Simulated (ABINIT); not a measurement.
# CdF2 (Fm-3m): making up for missing bands, part 2 of 2

Aim: few bands, with and without a completion of the sum over empty states, for CdF2 (Fm-3m).

ABINIT 10.8.3; PBE and many-body steps on it, plane waves. Known limits of the many-body steps: not at the basis limit; d shell near the gap, gap tends to lie low; no spin-orbit coupling; coarse k mesh.

So far. Step 3 (Screening, 4×4×4 mesh, 133 bands, screening to 190.5 eV): Local fields lower ε∞ by 6 %. On a Γ-centred mesh this coarse the value itself is usually too large, while a short band sum pulls it down. Step 4 (133 bands): The gap on the mesh goes from 3.12 eV to 5.34 eV, a correction of +2.22 eV.

### Step 6. 27 bands

This step: G0W0 on PBE, plane waves, norm-conserving pseudopotentials.

run.abi

```
acell 3*1.0 Angstrom
rprim 
  0.000000000000 2.694000000000 2.694000000000
  2.694000000000 0.000000000000 2.694000000000
  2.694000000000 2.694000000000 -0.000000000000
ntypat 2
znucl 48 9
natom 3
typat 1 2 2
xred 
  0.000000000000 0.000000000000 0.000000000000
  0.250000000000 0.250000000000 0.250000000000
  0.750000000000 0.750000000000 0.750000000000
pp_dirpath "pseudos"
pseudos "Cd.upf, F.upf"
ecut 47
ngkpt 4 4 4
nshiftk 1
shiftk 0 0 0
kptopt 1
chksymbreak 0
istwfk *1
occopt 1
irdwfk 1
optdriver 4
nband 27
gwcalctyp 0
ecutsigx 47
symsigma 1
nkptgw 2
kptgw 
  -0.2500000000 0.5000000000 0.2500000000
  0.0000000000 0.0000000000 0.0000000000
bdgw 
  16 19
  15 21
ecuteps 7
irdscr 1
ppmodel 1
indata_prefix "in"
outdata_prefix "out"
tmpdata_prefix "tmp"
```

Run with:

```bash
$ OMP_NUM_THREADS=1 mpirun -n 8 abinit run.abi > log
```

Output:

```text
.Version 10.8.3 of ABINIT. v10.8.2 released Aug 2026.

 Symmetries : space group Fm -3 m (#225); Bravais cF (face-center cubic)
[... echo of the input left out ...]
== DATASET  1 ==================================================================
-   mpi_nproc: 8, omp_nthreads: 1 (-1 if OMP is not activated)

--- !DatasetInfo
iteration_state: {dtset: 1, }
dimensions: {natom: 3, nkpt: 8, mband: 27, nsppol: 1, nspinor: 1, nspden: 1, mpw: 4092, }
cutoff_energies: {ecut:  47.0, pawecutdg:  -1.0, }
electrons: {nelect:   3.40000000E+01, charge:   0.00000000E+00, occopt:   1.00000000E+00, tsmear:   1.00000000E-02, }

 SIGMA: Calculation of the GW corrections

 Based on a program developped by R.W. Godby, V. Olevano, G. Onida, and L. Reining.
 Incorporated in ABINIT by V. Olevano, G.-M. Rignanese, and M. Torrent.
.Using double precision arithmetic ; gwpc =  8

[... cell and pseudopotentials left out ...]
--------------------------------------------------------------------------------

 ==== K-mesh for the wavefunctions ====
 Number of points in the irreducible wedge :     8
[... list of points left out ...]
 Together with 48 symmetry operations and time-reversal symmetry
 yields    64 points in the full Brillouin Zone.

 ==== Q-mesh for screening function ====
 Number of points in the irreducible wedge :     8
[... list of points left out ...]
 Together with 48 symmetry operations and time-reversal symmetry
 yields    64 points in the full Brillouin Zone.

 vcoul_init : cutoff-mode = AUXILIARY_FUNCTION
 q-points for optical limit:   1
     1)      0.000010    0.000020    0.000030
 setmesh: FFT mesh size selected  =    45x   45x   45
          total number of points  =        91125

 Number of electrons calculated from density =   34.0000; Expected =   34.0000
[...]
number of omega for Sigma on real axis              0
 max omega for Sigma on real axis  [eV]           0.00
 zcut for avoiding poles [eV]                     0.10

 EPSILON^-1 parameters (SCR file):
 dimension of the eps^-1 matrix on file            259
 dimension of the eps^-1 matrix used               259
 number of plane-waves for wavefunctions          4015
 number of bands                                    27
 number of q-points in IBZ                           8
 number of frequencies                               2
 number of real frequencies                          1
 number of imag frequencies                          1

 matrix elements of self-energy operator (all in [eV])

 Perturbative Calculation

--- !SelfEnergy_ee
iteration_state: {dtset: 1, }
kpoint     : [  -0.250,    0.500,    0.250, ]
spin       : 1
KS_gap     :    8.101
QP_gap     :   12.353
Delta_QP_KS:    4.252
data: !SigmaeeData |
     Band     E0 <VxcDFT>   SigX SigC(E0)      Z dSigC/dE  Sig(E)    E-E0       E
       16   2.536 -23.138 -30.563   6.102   0.767  -0.304 -24.153  -1.014   1.522
       17   3.135 -24.392 -31.575   5.810   0.779  -0.284 -25.461  -1.069   2.066
       18  11.236 -16.752 -10.745  -2.237   0.844  -0.185 -13.569   3.183  14.419
[...]
--- !SelfEnergy_ee
iteration_state: {dtset: 1, }
kpoint     : [   0.000,    0.000,    0.000, ]
spin       : 1
KS_gap     :    3.619
QP_gap     :    7.038
Delta_QP_KS:    3.419
data: !SigmaeeData |
     Band     E0 <VxcDFT>   SigX SigC(E0)      Z dSigC/dE  Sig(E)    E-E0       E
[...]
20  15.876 -10.202  -4.669  -2.696   0.868  -0.152  -7.739   2.464  18.340
       21  15.876 -10.202  -4.669  -2.696   0.868  -0.152  -7.739   2.464  18.340

== END DATASET(S) ==============================================================
================================================================================

 -outvars: echo values of variables after computation  --------
           etotal      0.0000000000E+00
            nband          27
             nkpt           8
          spgroup         225
 [... the other variables as echoed above ...]

 Calculation completed.
```

The job ended after 3.5 s (8 MPI ranks of AMD EPYC 9R45, shared host; peak memory 1.7 GiB).

This step gave:

* G0W0 gap on the points computed: 6.164 eV
* starting gap on the mesh: 3.124 eV
* k of the valence top: -0.25, 0.5, 0.25
* k of the conduction bottom: 0, 0, 0
* Z at the valence top: 0.779
* Z at the conduction bottom: 0.87
* least direct G0W0 gap on the computed points: 7.038 eV

Against G0W0 in ABINIT (4×4×4 mesh, 133 bands, screening to 190.5 eV, Godby-Needs plasmon pole), the gap moves by +0.824 eV.

### Step 7. Screening, 4×4×4 mesh, 27 bands, screening to 190.5 eV

This step: RPA screening on PBE, plane waves, norm-conserving pseudopotentials.

Changes to run.abi since step 6:

```diff
@@ -24,17 +24,10 @@
 irdwfk 1
-optdriver 4
+optdriver 3
 nband 27
-gwcalctyp 0
-ecutsigx 47
-symsigma 1
-nkptgw 2
-kptgw 
-  -0.2500000000 0.5000000000 0.2500000000
-  0.0000000000 0.0000000000 0.0000000000
-bdgw 
-  16 19
-  15 21
 ecuteps 7
-irdscr 1
-ppmodel 1
+inclvkb 2
+awtr 1
+symchi 1
+gwcomp 1
+gwencomp 2
 indata_prefix "in"
```

Output:

```text
.Version 10.8.3 of ABINIT. v10.8.2 released Aug 2026.

 Symmetries : space group Fm -3 m (#225); Bravais cF (face-center cubic)
[... echo of the input left out ...]
== DATASET  1 ==================================================================
-   mpi_nproc: 8, omp_nthreads: 1 (-1 if OMP is not activated)

--- !DatasetInfo
iteration_state: {dtset: 1, }
dimensions: {natom: 3, nkpt: 8, mband: 27, nsppol: 1, nspinor: 1, nspden: 1, mpw: 4092, }
cutoff_energies: {ecut:  47.0, pawecutdg:  -1.0, }
[...]
--------------------------------------------------------------------------------
[... chi0 elements left out ...]
 For q-point:  0.000010 0.000020 0.000030
  dielectric constant =   2.5402
  dielectric constant without local fields =   2.6078

  Average fulfillment of the sum rule on Im[epsilon] for q-point    1 :     98.99  [%]
[... wings left out ...]
  q-point number  2        q = ( 0.250000, 0.000000, 0.000000) [r.l.u.]
--------------------------------------------------------------------------------
[... chi0 elements left out ...]
  Average fulfillment of the sum rule on Im[epsilon] for q-point    2 :    119.63  [%]

 [... 6 further q-points ...]
```

It took 12 s on 8 MPI ranks; peak memory 1.8 GiB.

This step gave:

```yaml
eps_infinity_with_local_fields_on_this_mesh_along_the_program_s_q_direction: 2.540
the_same_without_local_fields: 2.608
plasma_frequency: 34.62 eV
plane_waves_in_the_screening_matrix: 259
```

### Step 8. 27 bands, completed

This step: G0W0 on PBE, plane waves, norm-conserving pseudopotentials.

Changes to run.abi since step 7:

```diff
@@ -24,8 +24,17 @@
 irdwfk 1
-optdriver 3
+optdriver 4
 nband 27
+gwcalctyp 0
+ecutsigx 47
+symsigma 1
+nkptgw 2
+kptgw 
+  -0.2500000000 0.5000000000 0.2500000000
+  0.0000000000 0.0000000000 0.0000000000
+bdgw 
+  16 19
+  15 21
 ecuteps 7
-inclvkb 2
-awtr 1
-symchi 1
+irdscr 1
+ppmodel 1
 gwcomp 1
```

Output:

```text
.Version 10.8.3 of ABINIT. v10.8.2 released Aug 2026.

 Symmetries : space group Fm -3 m (#225); Bravais cF (face-center cubic)
[... echo of the input left out ...]
== DATASET  1 ==================================================================
-   mpi_nproc: 8, omp_nthreads: 1 (-1 if OMP is not activated)

--- !DatasetInfo
iteration_state: {dtset: 1, }
dimensions: {natom: 3, nkpt: 8, mband: 27, nsppol: 1, nspinor: 1, nspden: 1, mpw: 4092, }
cutoff_energies: {ecut:  47.0, pawecutdg:  -1.0, }
[...]
Band     E0 <VxcDFT>   SigX SigC(E0)      Z dSigC/dE  Sig(E)    E-E0       E
[...]
20  15.876 -10.202  -4.669  -4.021   0.885  -0.130  -8.864   1.339  17.214
       21  15.876 -10.202  -4.669  -4.021   0.885  -0.130  -8.864   1.339  17.214

== END DATASET(S) ==============================================================
================================================================================

 -outvars: echo values of variables after computation  --------
           etotal      0.0000000000E+00
            nband          27
             nkpt           8
          spgroup         225
 [... the other variables as echoed above ...]

 Calculation completed.
```

Elapsed: 3.6 s, on 8 MPI ranks; peak memory 1.7 GiB.

Numbers from this step:

| Property | Result |
| --- | --- |
| G0W0 gap on the points computed | 6.022 eV |
| starting gap on the mesh | 3.124 eV |
| k of the valence top | -0.25, 0.5, 0.25 |
| k of the conduction bottom | 0, 0, 0 |
| least direct G0W0 gap on the computed points | 6.834 eV |

Against G0W0 in ABINIT (4×4×4 mesh, 133 bands, screening to 190.5 eV, Godby-Needs plasmon pole), the gap moves by +0.682 eV.

### Step 9. Screening, 4×4×4 mesh, 58 bands, screening to 190.5 eV

This step: RPA screening on PBE, plane waves, norm-conserving pseudopotentials.

Changes to run.abi since step 8:

```diff
@@ -24,19 +24,8 @@
 irdwfk 1
-optdriver 4
-nband 27
-gwcalctyp 0
-ecutsigx 47
-symsigma 1
-nkptgw 2
-kptgw 
-  -0.2500000000 0.5000000000 0.2500000000
-  0.0000000000 0.0000000000 0.0000000000
-bdgw 
-  16 19
-  15 21
+optdriver 3
+nband 58
 ecuteps 7
-irdscr 1
-ppmodel 1
-gwcomp 1
-gwencomp 2
+inclvkb 2
+awtr 1
+symchi 1
 indata_prefix "in"
```

Output:

```text
.Version 10.8.3 of ABINIT. v10.8.2 released Aug 2026.

 Symmetries : space group Fm -3 m (#225); Bravais cF (face-center cubic)
[... echo of the input left out ...]
== DATASET  1 ==================================================================
-   mpi_nproc: 8, omp_nthreads: 1 (-1 if OMP is not activated)

--- !DatasetInfo
iteration_state: {dtset: 1, }
dimensions: {natom: 3, nkpt: 8, mband: 58, nsppol: 1, nspinor: 1, nspden: 1, mpw: 4092, }
cutoff_energies: {ecut:  47.0, pawecutdg:  -1.0, }
[...]
--------------------------------------------------------------------------------
[... chi0 elements left out ...]
 For q-point:  0.000010 0.000020 0.000030
  dielectric constant =   2.7308
  dielectric constant without local fields =   2.8738

  Average fulfillment of the sum rule on Im[epsilon] for q-point    1 :     35.54  [%]
[... wings left out ...]
  q-point number  2        q = ( 0.250000, 0.000000, 0.000000) [r.l.u.]
--------------------------------------------------------------------------------
[... chi0 elements left out ...]
  Average fulfillment of the sum rule on Im[epsilon] for q-point    2 :     53.21  [%]

 [... 6 further q-points ...]
```

The job ended after 6.7 s (8 MPI ranks; peak memory 1.7 GiB).

Numbers from this step:

- ε∞ with local fields, on this mesh, along the program's q direction: 2.731
- the same without local fields: 2.874
- plasma frequency: 34.62 eV
- plane waves in the screening matrix: 259

### Step 10. 58 bands

This step: G0W0 on PBE, plane waves, norm-conserving pseudopotentials.

Changes to run.abi since step 9:

```diff
@@ -24,8 +24,17 @@
 irdwfk 1
-optdriver 3
+optdriver 4
 nband 58
+gwcalctyp 0
+ecutsigx 47
+symsigma 1
+nkptgw 2
+kptgw 
+  -0.2500000000 0.5000000000 0.2500000000
+  0.0000000000 0.0000000000 0.0000000000
+bdgw 
+  16 19
+  15 21
 ecuteps 7
-inclvkb 2
-awtr 1
-symchi 1
+irdscr 1
+ppmodel 1
 indata_prefix "in"
```

Output:

```text
.Version 10.8.3 of ABINIT. v10.8.2 released Aug 2026.

 Symmetries : space group Fm -3 m (#225); Bravais cF (face-center cubic)
[... echo of the input left out ...]
== DATASET  1 ==================================================================
-   mpi_nproc: 8, omp_nthreads: 1 (-1 if OMP is not activated)

--- !DatasetInfo
iteration_state: {dtset: 1, }
dimensions: {natom: 3, nkpt: 8, mband: 58, nsppol: 1, nspinor: 1, nspden: 1, mpw: 4092, }
cutoff_energies: {ecut:  47.0, pawecutdg:  -1.0, }
[...]
Band     E0 <VxcDFT>   SigX SigC(E0)      Z dSigC/dE  Sig(E)    E-E0       E
[...]
20  15.876 -10.202  -4.669  -3.852   0.879  -0.138  -8.725   1.477  17.353
       21  15.876 -10.202  -4.669  -3.852   0.879  -0.138  -8.725   1.477  17.353

== END DATASET(S) ==============================================================
================================================================================

 -outvars: echo values of variables after computation  --------
           etotal      0.0000000000E+00
            nband          58
             nkpt           8
          spgroup         225
 [... the other variables as echoed above ...]

 Calculation completed.
```

It took 4.6 s on 8 MPI ranks; peak memory 1.7 GiB; 35 s of CPU time.

Numbers from this step:

* G0W0 gap on the points computed: 5.383 eV
* starting gap on the mesh: 3.124 eV
* k of the valence top: -0.25, 0.5, 0.25
* k of the conduction bottom: 0, 0, 0
* least direct G0W0 gap on the computed points: 6.146 eV

Against G0W0 in ABINIT (4×4×4 mesh, 133 bands, screening to 190.5 eV, Godby-Needs plasmon pole), the gap moves by +0.043 eV.

### Step 11. Screening, 4×4×4 mesh, 58 bands, screening to 190.5 eV

This step: RPA screening on PBE, plane waves, norm-conserving pseudopotentials.

Changes to run.abi since step 10:

```diff
@@ -24,17 +24,10 @@
 irdwfk 1
-optdriver 4
+optdriver 3
 nband 58
-gwcalctyp 0
-ecutsigx 47
-symsigma 1
-nkptgw 2
-kptgw 
-  -0.2500000000 0.5000000000 0.2500000000
-  0.0000000000 0.0000000000 0.0000000000
-bdgw 
-  16 19
-  15 21
 ecuteps 7
-irdscr 1
-ppmodel 1
+inclvkb 2
+awtr 1
+symchi 1
+gwcomp 1
+gwencomp 2
 indata_prefix "in"
```

Output:

```text
.Version 10.8.3 of ABINIT. v10.8.2 released Aug 2026.

 Symmetries : space group Fm -3 m (#225); Bravais cF (face-center cubic)
[... echo of the input left out ...]
== DATASET  1 ==================================================================
-   mpi_nproc: 8, omp_nthreads: 1 (-1 if OMP is not activated)

--- !DatasetInfo
iteration_state: {dtset: 1, }
dimensions: {natom: 3, nkpt: 8, mband: 58, nsppol: 1, nspinor: 1, nspden: 1, mpw: 4092, }
cutoff_energies: {ecut:  47.0, pawecutdg:  -1.0, }
[...]
--------------------------------------------------------------------------------
[... chi0 elements left out ...]
 For q-point:  0.000010 0.000020 0.000030
  dielectric constant =   2.7374
  dielectric constant without local fields =   2.8738

  Average fulfillment of the sum rule on Im[epsilon] for q-point    1 :    100.25  [%]
[... wings left out ...]
  q-point number  2        q = ( 0.250000, 0.000000, 0.000000) [r.l.u.]
--------------------------------------------------------------------------------
[... chi0 elements left out ...]
  Average fulfillment of the sum rule on Im[epsilon] for q-point    2 :    104.99  [%]

 [... 6 further q-points ...]
```

Run time: 15 s. Hardware: 8 MPI ranks; peak memory 1.9 GiB; 2 min of CPU time.

This step gave:

- ε∞ with local fields, on this mesh, along the program's q direction: 2.737
- the same without local fields: 2.874
- plasma frequency: 34.62 eV
- plane waves in the screening matrix: 259

### Step 12. 58 bands, completed

This step: G0W0 on PBE, plane waves, norm-conserving pseudopotentials.

Changes to run.abi since step 11:

```diff
@@ -24,8 +24,17 @@
 irdwfk 1
-optdriver 3
+optdriver 4
 nband 58
+gwcalctyp 0
+ecutsigx 47
+symsigma 1
+nkptgw 2
+kptgw 
+  -0.2500000000 0.5000000000 0.2500000000
+  0.0000000000 0.0000000000 0.0000000000
+bdgw 
+  16 19
+  15 21
 ecuteps 7
-inclvkb 2
-awtr 1
-symchi 1
+irdscr 1
+ppmodel 1
 gwcomp 1
```

Output:

```text
.Version 10.8.3 of ABINIT. v10.8.2 released Aug 2026.

 Symmetries : space group Fm -3 m (#225); Bravais cF (face-center cubic)
[... echo of the input left out ...]
== DATASET  1 ==================================================================
-   mpi_nproc: 8, omp_nthreads: 1 (-1 if OMP is not activated)

--- !DatasetInfo
iteration_state: {dtset: 1, }
dimensions: {natom: 3, nkpt: 8, mband: 58, nsppol: 1, nspinor: 1, nspden: 1, mpw: 4092, }
cutoff_energies: {ecut:  47.0, pawecutdg:  -1.0, }
[...]
Band     E0 <VxcDFT>   SigX SigC(E0)      Z dSigC/dE  Sig(E)    E-E0       E
[...]
20  15.876 -10.202  -4.669  -4.471   0.876  -0.142  -9.272   0.931  16.806
       21  15.876 -10.202  -4.669  -4.471   0.876  -0.142  -9.272   0.931  16.806

== END DATASET(S) ==============================================================
================================================================================

 -outvars: echo values of variables after computation  --------
           etotal      0.0000000000E+00
            nband          58
             nkpt           8
          spgroup         225
 [... the other variables as echoed above ...]

 Calculation completed.
```

Elapsed: 4.9 s, on 8 MPI ranks; peak memory 1.7 GiB.

This step gave:

| Property | Result |
| --- | --- |
| G0W0 gap on the points computed | 5.6 eV |
| starting gap on the mesh | 3.124 eV |
| k of the valence top | -0.25, 0.5, 0.25 |
| k of the conduction bottom | 0, 0, 0 |
| least direct G0W0 gap on the computed points | 6.371 eV |

Against G0W0 in ABINIT (4×4×4 mesh, 133 bands, screening to 190.5 eV, Godby-Needs plasmon pole), the gap moves by +0.260 eV.

### Step 13. The runs together

Times are wall times on 8 MPI ranks of AMD EPYC 9R45, shared host, good to a factor of about two. A run's time includes the screening step that it read.

| run | mesh | bands | screening cutoff (eV) | DFT gap (eV) | gap on the mesh (eV) | direct (eV) | ε∞ used | time |
| --- | --- | --- | --- | --- | --- | --- | --- | --- |
| 133 bands | 4×4×4 | 133 | 190.5 | 3.124 | 5.340 | 6.101 | 2.75 | 22 s |
| 27 bands | 4×4×4 | 27 | 190.5 | 3.124 | 6.164 | 7.038 | 2.53 | 7.4 s |
| 27 bands, completed | 4×4×4 | 27 | 190.5 | 3.124 | 6.022 | 6.834 | 2.54 | 16 s |
| 58 bands | 4×4×4 | 58 | 190.5 | 3.124 | 5.383 | 6.146 | 2.73 | 11 s |
| 58 bands, completed | 4×4×4 | 58 | 190.5 | 3.124 | 5.600 | 6.371 | 2.74 | 20 s |

### Step 14. Outcome

```
133 bands           : 5.340 eV
27 bands            : 6.164 eV
27 bands, completed : 6.022 eV
58 bands            : 5.383 eV
58 bands, completed : 5.600 eV
```

27 bands: +0.824 eV against 133 bands. 27 bands, completed: +0.682 eV against 133 bands. 58 bands: +0.043 eV against 133 bands. 58 bands, completed: +0.260 eV against 133 bands. The row with most bands is itself short of the limit, so it is no exact reference, and agreement of a truncated run with it can be a cancellation between the edges. In the G0W0 runs levels were corrected at 2 k points alone, so a gap called «on the mesh» is the least over those, and an edge elsewhere would be missed. The 4×4×4 mesh is coarse for this cell, which bears on the long-range parts of exchange and screening. A d shell, filled or nearly so, lies near the gap. One-shot GW converges very slowly in bands there, not always from below, and on a semilocal start the gap tends to come out low; starts rich in exact exchange can overshoot instead. The many-body steps are scalar-relativistic: spin-orbit coupling is not in them.

[Paths, hosts, dates, memory and timing lines, banners, echoed tables and standing remarks are left out of the program output.]

[Logs are printed without paths, hosts, clocks, repeated set-up lines and the standing remarks that a program may print on its own settings, such as how far it seeks lower states.]

[Runs of the session that timed out or met a known fault of the program may be left out.]

[Hosts, paths, dates, database ids (printed as entryN), source tags and the programs' standing remarks are cut or masked in the printed files.]

[G0W0 gaps are taken among the corrected bands and points alone; a level outside them can change the order at an edge.]

[Where Ansatz stands beside ABINIT at settings called matched, ABINIT's density can come from a denser mesh and the files from another edition; pairs whose starting gaps differed by over 0.03 eV were left out, so agreement reads better than it is.]
